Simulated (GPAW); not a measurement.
# A 8-layer slab of Ba(100) in an electric field

Wanted: the out-of-plane polarisability of a 8-layer slab of Ba(100).

Program: GPAW 26.7.0. Level of theory: GPAW, PAW setups; slab in vacuum, relaxation, in the first sound run; inputs show where later runs differ. Results are calculated unless marked as measured.

**1. The structure**

The cell holds 8 atoms: 8 Ba. Its edges and angles: a = 5.020 Å, b = 5.020 Å, c = 35.570 Å, α = 90.0°, β = 90.0°, γ = 90.0°. Vacuum lies along c.

**2. Relaxing the atoms**

The atoms are relaxed first, since the surface dipole, and with it the work function, follows the positions of the outer layers. The lowest 4 atoms are held at bulk positions and keep their forces.

Input file run.py:

```python
import json
import numpy as np
from ase import Atoms
from ase.constraints import FixAtoms
from ase.optimize import BFGS
from gpaw import GPAW, PW

slab = Atoms(
    ['Ba', 'Ba', 'Ba', 'Ba', 'Ba', 'Ba', 'Ba', 'Ba'],
    positions=[
        [2.51000, 2.51000, 9.00000],
        [0.00000, 0.00000, 11.51000],
        [2.51000, 2.51000, 14.02000],
        [0.00000, 0.00000, 16.53000],
        [2.51000, 2.51000, 19.04000],
        [0.00000, 0.00000, 21.55000],
        [2.51000, 2.51000, 24.06000],
        [0.00000, 0.00000, 26.57000]],
    cell=[[5.02, 0.0, 0.0], [0.0, 5.02, 0.0], [0.0, 0.0, 35.57]],
    pbc=[True, True, False])

slab.calc = GPAW(mode=PW(400), xc='PBE', kpts={'size': (6, 6, 1), 'gamma': True},
                 occupations={'name': 'fermi-dirac', 'width': 0.1}, nbands='160%',
                 convergence={'density': 1e-05}, maxiter=200,
                 poissonsolver={'dipolelayer': 'xy'},
                 symmetry={'tolerance': 1e-3, 'extra_ids': [1, 1, 1, 1, 0, 0, 0, 0]}, txt='slab.txt')
result = {}
slab.set_constraint(FixAtoms([0, 1, 2, 3]))
path = []
opt = BFGS(slab, maxstep=0.2)
opt.attach(lambda: path.append((slab.get_potential_energy(), slab.positions.tolist(), slab.get_forces().tolist())))
result['relaxed'] = bool(opt.run(fmax=0.03, steps=40))
result['path'] = path
energy = slab.get_potential_energy()
fermi = slab.calc.get_fermi_level()
v = slab.calc.get_electrostatic_potential().mean((0, 1)) - fermi
n = slab.calc.get_pseudo_density().mean((0, 1))
L = slab.cell[2, 2]
z = np.arange(len(v)) * L / len(v)
low, high = slab.positions[:, 2].min(), slab.positions[:, 2].max()
below, above = np.interp([low - 6.8, high + 6.8], z, v)
slopes = [np.interp(x, z, np.gradient(v, z)) for x in (low - 6.8, high + 6.8)]
eps = np.array([[slab.calc.get_eigenvalues(k, s) for k in range(len(slab.calc.get_ibz_k_points()))]
                for s in range(slab.calc.get_number_of_spins())]) - fermi
top, bottom = eps[eps < 0].max(), eps[eps > 0].min()
dipole = slab.get_dipole_moment()[2]
print(f'energy {energy:.4f} eV, Fermi level {fermi:.4f} eV, dipole {dipole:.5f} e A')
print(f'potential 6.8 A off the faces, from the Fermi level: lower {below:.4f} eV, upper {above:.4f} eV')
print(f'slope of the potential there: lower {slopes[0]:.5f}, upper {slopes[1]:.5f} eV/A')
print(f'nearest levels on the mesh: {top:.4f} and {bottom:.4f} eV')
print('magnetic moment', round(slab.get_magnetic_moment(), 3))
result.update(energy=energy, fermi=fermi, dipole=dipole, below=below, above=above, slopes=slopes, edges=[top, bottom],
              z=z.tolist(), v=v.tolist(), n=n.tolist(), positions=slab.positions.tolist(),
              forces=slab.get_forces(apply_constraint=False).tolist(), moments=slab.get_magnetic_moments().tolist())
json.dump(result, open('result.json', 'w'))
```

Command:

```bash
OMP_NUM_THREADS=1 OPENBLAS_NUM_THREADS=1 python run.py
```

The log of the run:

```text
Step          Energy          fmax
BFGS:    0      -14.107667        0.116863
BFGS:    1      -14.108004        0.113169
BFGS:    2      -14.113416        0.017618
energy -13.9020 eV, Fermi level 1.8700 eV, dipole 0.00060 e A
potential 6.8 A off the faces, from the Fermi level: lower 2.3608 eV, upper 2.3568 eV
slope of the potential there: lower -0.00024, upper 0.00025 eV/A
nearest levels on the mesh: -0.0292 and 0.0445 eV
magnetic moment 0.0
```

It took 12 min on 1 thread of Intel Xeon 6975P-C (Granite Rapids), shared host; peak memory 0.55 GiB.

The steps of the relaxation:

```csv
step,energy less that of the first step (eV),largest force (eV/Å)
1,0.0000,0.1169
2,-0.0003,0.1132
3,-0.0059,0.0176
```

The atoms that moved most (Å):

```csv
atom,dx,dy,dz,length
Ba7,0.000,0.000,-0.052,0.052
Ba8,0.000,0.000,0.034,0.034
Ba6,0.000,0.000,0.030,0.030
Ba5,0.000,0.000,-0.006,0.006
```

The relaxed structure:

```xyz
8
Lattice="5.0200 0.0000 0.0000 0.0000 5.0200 0.0000 0.0000 0.0000 35.5700" Properties=species:S:1:pos:R:3
Ba    2.5100    2.5100    9.0000
Ba    0.0000    0.0000   11.5100
Ba    2.5100    2.5100   14.0200
Ba    0.0000    0.0000   16.5300
Ba    2.5100    2.5100   19.0337
Ba    0.0000    0.0000   21.5796
Ba    2.5100    2.5100   24.0079
Ba    0.0000    0.0000   26.6036
```

Numbers from this step:

| Property | Result |
| --- | --- |
| dipole along the normal | 5.97e-4 e·Å |
| levels nearest the Fermi level on the mesh | -0.02921, 0.04452 eV from the Fermi level |
| upper work function | 2.357 eV |
| lower work function | 2.361 eV |

The electrostatic potential energy of an electron (without an applied field's), less the Fermi level, planar mean oscillates, so the rows of the table below give means over windows of 2.54 Å about each position, cut where the curve ends. Its maxima inside the range that stand out by 2 % of the span (Å: eV): 10.3: -0.645, 12.8: -0.585, 15.4: -0.617, 17.8: -0.616, 20.3: -0.444, 22.8: -0.886, 25.3: -0.349. Its minima: 9.0: -12.2, 11.5: -11.7, 14.0: -11.8, 16.5: -11.9, 19.1: -11.8, 21.6: -11.9, 24.0: -11.7, 26.6: -12.2.

Electrostatic potential energy of an electron (without an applied field's), less the Fermi level, planar mean against z; means over each step:

z (Å), electrostatic potential energy of an electron (without an applied field's), less the Fermi level, planar mean (eV) and a bar from the least value:
```
     1.27        2.4 ##############################
     3.81        2.4 ##############################
     6.35        2.0 ############################
     8.89       -5.0 
    11.43       -4.9 
    13.97       -5.0 
    16.51       -5.0 
    19.05       -4.9 
    21.59       -5.0 
    24.13       -4.9 #
    26.67       -5.0 
    29.21        2.0 ############################
    31.75        2.4 ##############################
    34.29        2.4 ##############################
```

The pseudo valence density, planar mean oscillates, so the rows of the table below give means over windows of 1 Å about each position, cut where the curve ends. Its first 14 maxima inside the range that stand out by 2 % of the span (Å: e/Å³): 8.7: 0.210, 9.3: 0.214, 11.2: 0.215, 11.9: 0.220, 13.6: 0.216, 14.4: 0.220, 16.1: 0.219, 16.9: 0.220, 18.6: 0.220, 19.5: 0.218, 21.2: 0.220, 22.0: 0.219, 23.7: 0.216, 24.3: 0.220. Its first 14 minima: 8.9: 0.181, 10.2: 0.0751, 11.4: 0.185, 12.7: 0.0727, 14.0: 0.182, 15.2: 0.0724, 16.5: 0.181, 17.8: 0.0726, 19.1: 0.181, 20.3: 0.0692, 21.6: 0.181, 22.9: 0.0811, 23.9: 0.186, 25.4: 0.0682.

The pseudo valence density, planar mean by z; means over each step:

z (Å), pseudo valence density, planar mean (e/Å³) and a bar:
```
        3      0.000 
        4      0.000 
        5      0.000 
        6      0.002 
        7      0.009 #
        8      0.090 #############
        9      0.197 #############################
       10      0.117 #################
       11      0.178 ##########################
       12      0.179 ##########################
       13      0.115 #################
       14      0.202 ##############################
       15      0.120 ##################
       16      0.174 ##########################
       17      0.180 ##########################
       18      0.115 #################
       19      0.202 ##############################
       20      0.119 ##################
       21      0.169 #########################
       22      0.185 ###########################
       23      0.122 ##################
       24      0.204 ##############################
       25      0.116 #################
       26      0.163 ########################
       27      0.177 ##########################
       28      0.035 #####
       29      0.005 #
       30      0.001 
       31      0.000 
       32      0.000 
       33      0.000
```

The relaxation lowered the energy of the cell by 0.00588 eV (energies extrapolated to zero smearing; the optimiser's log prints free energies). The largest force left on a free atom is 0.018 eV/Å.

**3. The slab's potential**

The work function is the vacuum plateau of the electrostatic potential less the Fermi level; a dipole layer lets the two faces have plateaus of their own.

This step: GPAW, PAW setups; slab in vacuum (GPAW 26.7.0).

run.py, as its differences from that of step 2:

```diff
@@ -3,4 +3,2 @@
 from ase import Atoms
-from ase.constraints import FixAtoms
-from ase.optimize import BFGS
 from gpaw import GPAW, PW
@@ -14,6 +12,6 @@
         [0.00000, 0.00000, 16.53000],
-        [2.51000, 2.51000, 19.04000],
-        [0.00000, 0.00000, 21.55000],
-        [2.51000, 2.51000, 24.06000],
-        [0.00000, 0.00000, 26.57000]],
+        [2.51000, 2.51000, 19.03366],
+        [-0.00000, -0.00000, 21.57963],
+        [2.51000, 2.51000, 24.00788],
+        [0.00000, 0.00000, 26.60358]],
     cell=[[5.02, 0.0, 0.0], [0.0, 5.02, 0.0], [0.0, 0.0, 35.57]],
@@ -25,10 +23,4 @@
                  poissonsolver={'dipolelayer': 'xy'},
-                 symmetry={'tolerance': 1e-3, 'extra_ids': [1, 1, 1, 1, 0, 0, 0, 0]}, txt='slab.txt')
+                 symmetry={'tolerance': 1e-3}, txt='slab.txt')
 result = {}
-slab.set_constraint(FixAtoms([0, 1, 2, 3]))
-path = []
-opt = BFGS(slab, maxstep=0.2)
-opt.attach(lambda: path.append((slab.get_potential_energy(), slab.positions.tolist(), slab.get_forces().tolist())))
-result['relaxed'] = bool(opt.run(fmax=0.03, steps=40))
-result['path'] = path
 energy = slab.get_potential_energy()
```

The log of the run:

```text
energy -13.9020 eV, Fermi level 1.8700 eV, dipole 0.00056 e A
potential 6.8 A off the faces, from the Fermi level: lower 2.3608 eV, upper 2.3568 eV
slope of the potential there: lower -0.00024, upper 0.00025 eV/A
nearest levels on the mesh: -0.0292 and 0.0445 eV
magnetic moment 0.0
```

The job ended after 7.2 min (1 thread; peak memory 0.54 GiB).

Numbers from this step:

```
dipole along the normal                    : 5.62e-4 e·Å
levels nearest the Fermi level on the mesh : -0.02922, 0.04452 eV from the Fermi level
```

The electrostatic potential energy of an electron (without an applied field's), less the Fermi level, planar mean oscillates, so the rows of the table below give means over windows of 2.54 Å about each position, cut where the curve ends. Its maxima inside the range that stand out by 2 % of the span (Å: eV): 10.3: -0.645, 12.8: -0.585, 15.4: -0.618, 17.8: -0.616, 20.3: -0.444, 22.8: -0.886, 25.3: -0.349. Its minima: 9.0: -12.2, 11.5: -11.7, 14.0: -11.8, 16.5: -11.9, 19.1: -11.8, 21.6: -11.9, 24.0: -11.7, 26.6: -12.2.

The electrostatic potential energy of an electron (without an applied field's), less the Fermi level, planar mean by z; means over each step:

```csv
z (Å),"electrostatic potential energy of an electron (without an applied field's), less the Fermi level, planar mean (eV)"
1.27,2.36
3.81,2.36
6.35,1.99
8.89,-4.98
11.43,-4.89
13.97,-4.96
16.51,-4.96
19.05,-4.94
21.59,-5.00
24.13,-4.86
26.67,-4.99
29.21,1.95
31.75,2.35
34.29,2.36
```

The pseudo valence density, planar mean oscillates, so the rows of the table below give means over windows of 2 Å about each position, cut where the curve ends. Its first 14 maxima inside the range that stand out by 2 % of the span (Å: e/Å³): 8.7: 0.210, 9.3: 0.214, 11.2: 0.215, 11.9: 0.220, 13.6: 0.216, 14.4: 0.220, 16.1: 0.219, 16.9: 0.220, 18.6: 0.220, 19.5: 0.218, 21.2: 0.220, 22.0: 0.219, 23.7: 0.216, 24.3: 0.220. Its first 14 minima: 8.9: 0.181, 10.2: 0.0751, 11.4: 0.185, 12.7: 0.0727, 14.0: 0.182, 15.2: 0.0724, 16.5: 0.181, 17.8: 0.0726, 19.1: 0.181, 20.3: 0.0692, 21.6: 0.181, 22.9: 0.0811, 23.9: 0.186, 25.4: 0.0682.

Pseudo valence density, planar mean against z; means over each step:

```csv
z (Å),"pseudo valence density, planar mean (e/Å³)"
2,2.8e-6
4,9.8e-5
6,0.00240
8,0.0970
10,0.146
12,0.161
14,0.177
16,0.158
18,0.148
20,0.144
22,0.167
24,0.178
26,0.148
28,0.0596
30,0.00134
32,5.1e-5
34,1.4e-6
```

Force by atom:

```csv
atom,x (eV/Å),y (eV/Å),z (eV/Å),size
Ba1,0.000,0.000,-0.075,0.075
Ba2,0.000,0.000,0.117,0.117
Ba3,0.000,0.000,-0.064,0.064
Ba4,0.000,0.000,0.005,0.005
Ba5,0.000,0.000,0.018,0.018
Ba6,0.000,0.000,-0.006,0.006
Ba7,0.000,0.000,-0.010,0.010
Ba8,0.000,0.000,0.016,0.016
```

The potential is flat to 2.5e-4 eV/Å where it is read, so the vacuum is wide enough.

**4. In a field**

A uniform field along the normal polarises the slab; the atoms stay fixed, so this is the electronic response alone.

run.py, as its differences from that of step 3:

```diff
@@ -4,2 +4,3 @@
 from gpaw import GPAW, PW
+from gpaw.external import ConstantElectricField
 
@@ -23,2 +24,3 @@
                  poissonsolver={'dipolelayer': 'xy'},
+                 external=ConstantElectricField(-0.2, [0, 0, 1]),
                  symmetry={'tolerance': 1e-3}, txt='slab.txt')
```

The log of the run:

```text
energy -13.9657 eV, Fermi level 1.8578 eV, dipole -0.64032 e A
potential 6.8 A off the faces, from the Fermi level: lower 0.0947 eV, upper 4.6923 eV
slope of the potential there: lower -0.00005, upper 0.00081 eV/A
nearest levels on the mesh: -0.0291 and 0.0444 eV
magnetic moment 0.0
```

The job ended after 7.9 min (1 thread; peak memory 0.75 GiB).

Numbers from this step:

```
dipole along the normal                                         : -0.6403 e·Å
levels nearest the Fermi level on the mesh                      : -0.02906, 0.04435 eV from the Fermi level
potential below the slab, the applied field's own ramp left out : 0.09468 eV from the Fermi level
potential above the slab, the applied field's own ramp left out : 4.692 eV from the Fermi level
```

The electrostatic potential energy of an electron (without an applied field's), less the Fermi level, planar mean oscillates, so the rows of the table below give means over windows of 2.54 Å about each position, cut where the curve ends. Its maxima inside the range that stand out by 2 % of the span (Å: eV): 10.3: -2.14, 12.8: -1.58, 15.4: -1.10, 17.8: -0.616, 20.3: 0.0640, 22.8: 0.109, 25.3: 1.15, 34.4: 4.69. Its minima: 9.0: -14.0, 11.5: -13.0, 14.0: -12.6, 16.5: -12.1, 19.1: -11.6, 21.6: -11.1, 24.0: -10.5, 26.6: -10.4.

The electrostatic potential energy of an electron (without an applied field's), less the Fermi level, planar mean by z; means over each step:

```csv
z (Å),"electrostatic potential energy of an electron (without an applied field's), less the Fermi level, planar mean (eV)"
1.27,0.264
3.81,0.0921
6.35,-0.203
8.89,-6.76
11.43,-6.15
13.97,-5.73
16.51,-5.22
19.05,-4.68
21.59,-4.24
24.13,-3.59
26.67,-3.21
29.21,4.18
31.75,4.68
34.29,4.60
```

Force by atom:

```csv
atom,x (eV/Å),y (eV/Å),z (eV/Å),size
Ba1,0.000,0.000,-0.082,0.082
Ba2,0.000,0.000,0.119,0.119
Ba3,0.000,0.000,-0.063,0.063
Ba4,0.000,0.000,0.005,0.005
Ba5,0.000,0.000,0.018,0.018
Ba6,0.000,0.000,-0.005,0.005
Ba7,0.000,0.000,-0.011,0.011
Ba8,0.000,0.000,0.017,0.017
```

The dipole is now -0.640 e Å, against 5.6e-4 in the run without a field.

**5. Field on**

run.py, as its differences from that of step 4:

```diff
@@ -24,3 +24,3 @@
                  poissonsolver={'dipolelayer': 'xy'},
-                 external=ConstantElectricField(-0.2, [0, 0, 1]),
+                 external=ConstantElectricField(-0.1, [0, 0, 1]),
                  symmetry={'tolerance': 1e-3}, txt='slab.txt')
```

The log of the run:

```text
energy -13.9179 eV, Fermi level 1.8665 eV, dipole -0.31952 e A
potential 6.8 A off the faces, from the Fermi level: lower 1.2215 eV, upper 3.5158 eV
slope of the potential there: lower -0.00012, upper 0.00043 eV/A
nearest levels on the mesh: -0.0292 and 0.0444 eV
magnetic moment 0.0
```

Elapsed: 11 min, on 1 thread; peak memory 0.76 GiB.

This step gave:

- dipole along the normal: -0.3195 e·Å
- levels nearest the Fermi level on the mesh: -0.02916, 0.04444 eV from the Fermi level
- potential below the slab, the applied field's own ramp left out: 1.222 eV from the Fermi level
- potential above the slab, the applied field's own ramp left out: 3.516 eV from the Fermi level

The electrostatic potential energy of an electron (without an applied field's), less the Fermi level, planar mean oscillates, so the rows of the table below give means over windows of 2.54 Å about each position, cut where the curve ends. Its maxima inside the range that stand out by 2 % of the span (Å: eV): 10.3: -1.39, 12.8: -1.08, 15.4: -0.861, 17.8: -0.616, 20.3: -0.190, 22.8: -0.388, 25.3: 0.398, 34.4: 3.52. Its minima: 9.0: -13.1, 11.5: -12.3, 14.0: -12.2, 16.5: -12.0, 19.1: -11.7, 21.6: -11.5, 24.0: -11.1, 26.6: -11.3.

Electrostatic potential energy of an electron (without an applied field's), less the Fermi level, planar mean against z; means over each step:

z (Å), electrostatic potential energy of an electron (without an applied field's), less the Fermi level, planar mean (eV) and a bar from the least value:
```
     1.27        1.3 #######################
     3.81        1.2 #######################
     6.35        0.9 ######################
     8.89       -5.9 
    11.43       -5.5 #
    13.97       -5.3 ##
    16.51       -5.1 ##
    19.05       -4.8 ###
    21.59       -4.6 ####
    24.13       -4.2 #####
    26.67       -4.1 ######
    29.21        3.1 #############################
    31.75        3.5 ##############################
    34.29        3.5 ##############################
```

Force by atom:

```csv
atom,x (eV/Å),y (eV/Å),z (eV/Å),size
Ba1,0.000,0.000,-0.078,0.078
Ba2,0.000,0.000,0.118,0.118
Ba3,0.000,0.000,-0.063,0.063
Ba4,0.000,0.000,0.005,0.005
Ba5,0.000,0.000,0.018,0.018
Ba6,0.000,0.000,-0.005,0.005
Ba7,0.000,0.000,-0.010,0.010
Ba8,0.000,0.000,0.016,0.016
```

The dipole is now -0.320 e Å, against 5.6e-4 in the run without a field.

**6. Field on**

run.py, as its differences from that of step 5:

```diff
@@ -24,3 +24,3 @@
                  poissonsolver={'dipolelayer': 'xy'},
-                 external=ConstantElectricField(-0.1, [0, 0, 1]),
+                 external=ConstantElectricField(-0.05, [0, 0, 1]),
                  symmetry={'tolerance': 1e-3}, txt='slab.txt')
```

The log of the run:

```text
energy -13.9059 eV, Fermi level 1.8689 eV, dipole -0.15949 e A
potential 6.8 A off the faces, from the Fermi level: lower 1.7892 eV, upper 2.9345 eV
slope of the potential there: lower -0.00017, upper 0.00032 eV/A
nearest levels on the mesh: -0.0292 and 0.0445 eV
magnetic moment 0.0
```

Wall time 8.9 min (1 thread); peak memory 0.77 GiB.

**7. In a field**

run.py, as its differences from that of step 6:

```diff
@@ -24,3 +24,3 @@
                  poissonsolver={'dipolelayer': 'xy'},
-                 external=ConstantElectricField(-0.05, [0, 0, 1]),
+                 external=ConstantElectricField(0.05, [0, 0, 1]),
                  symmetry={'tolerance': 1e-3}, txt='slab.txt')
```

The log of the run:

```text
energy -13.9060 eV, Fermi level 1.8699 eV, dipole 0.16055 e A
potential 6.8 A off the faces, from the Fermi level: lower 2.9356 eV, upper 1.7827 eV
slope of the potential there: lower -0.00032, upper 0.00017 eV/A
nearest levels on the mesh: -0.0292 and 0.0446 eV
magnetic moment 0.0
```

It took 11 min on 1 thread; peak memory 0.77 GiB.

**8. Field on**

run.py, as its differences from that of step 7:

```diff
@@ -24,3 +24,3 @@
                  poissonsolver={'dipolelayer': 'xy'},
-                 external=ConstantElectricField(0.05, [0, 0, 1]),
+                 external=ConstantElectricField(0.1, [0, 0, 1]),
                  symmetry={'tolerance': 1e-3}, txt='slab.txt')
```

The log of the run:

```text
energy -13.9180 eV, Fermi level 1.8685 eV, dipole 0.32064 e A
potential 6.8 A off the faces, from the Fermi level: lower 3.5144 eV, upper 1.2121 eV
slope of the potential there: lower -0.00045, upper 0.00016 eV/A
nearest levels on the mesh: -0.0292 and 0.0446 eV
magnetic moment 0.0
```

Wall time 9.8 min (1 thread); peak memory 0.76 GiB.

The dipole is now 0.321 e Å, against 5.6e-4 in the run without a field.

**9. Field on**

run.py, as its differences from that of step 8:

```diff
@@ -24,3 +24,3 @@
                  poissonsolver={'dipolelayer': 'xy'},
-                 external=ConstantElectricField(0.1, [0, 0, 1]),
+                 external=ConstantElectricField(0.2, [0, 0, 1]),
                  symmetry={'tolerance': 1e-3}, txt='slab.txt')
```

The log of the run:

```text
energy -13.9659 eV, Fermi level 1.8618 eV, dipole 0.64143 e A
potential 6.8 A off the faces, from the Fermi level: lower 4.6854 eV, upper 0.0798 eV
slope of the potential there: lower -0.00086, upper 0.00011 eV/A
nearest levels on the mesh: -0.0292 and 0.0447 eV
magnetic moment 0.0
```

Elapsed: 8.2 min, on 1 thread; peak memory 0.75 GiB.

The dipole is now 0.641 e Å, against 5.6e-4 in the run without a field.

(Part 1 of 2 ends here.)

[Logs are printed without paths, hosts, clocks, repeated set-up lines and the standing remarks that a program may print on its own settings, such as how far it seeks lower states.]

[Hosts, paths, dates, database ids (printed as entryN), source tags and the programs' standing remarks are cut or masked in the printed files.]
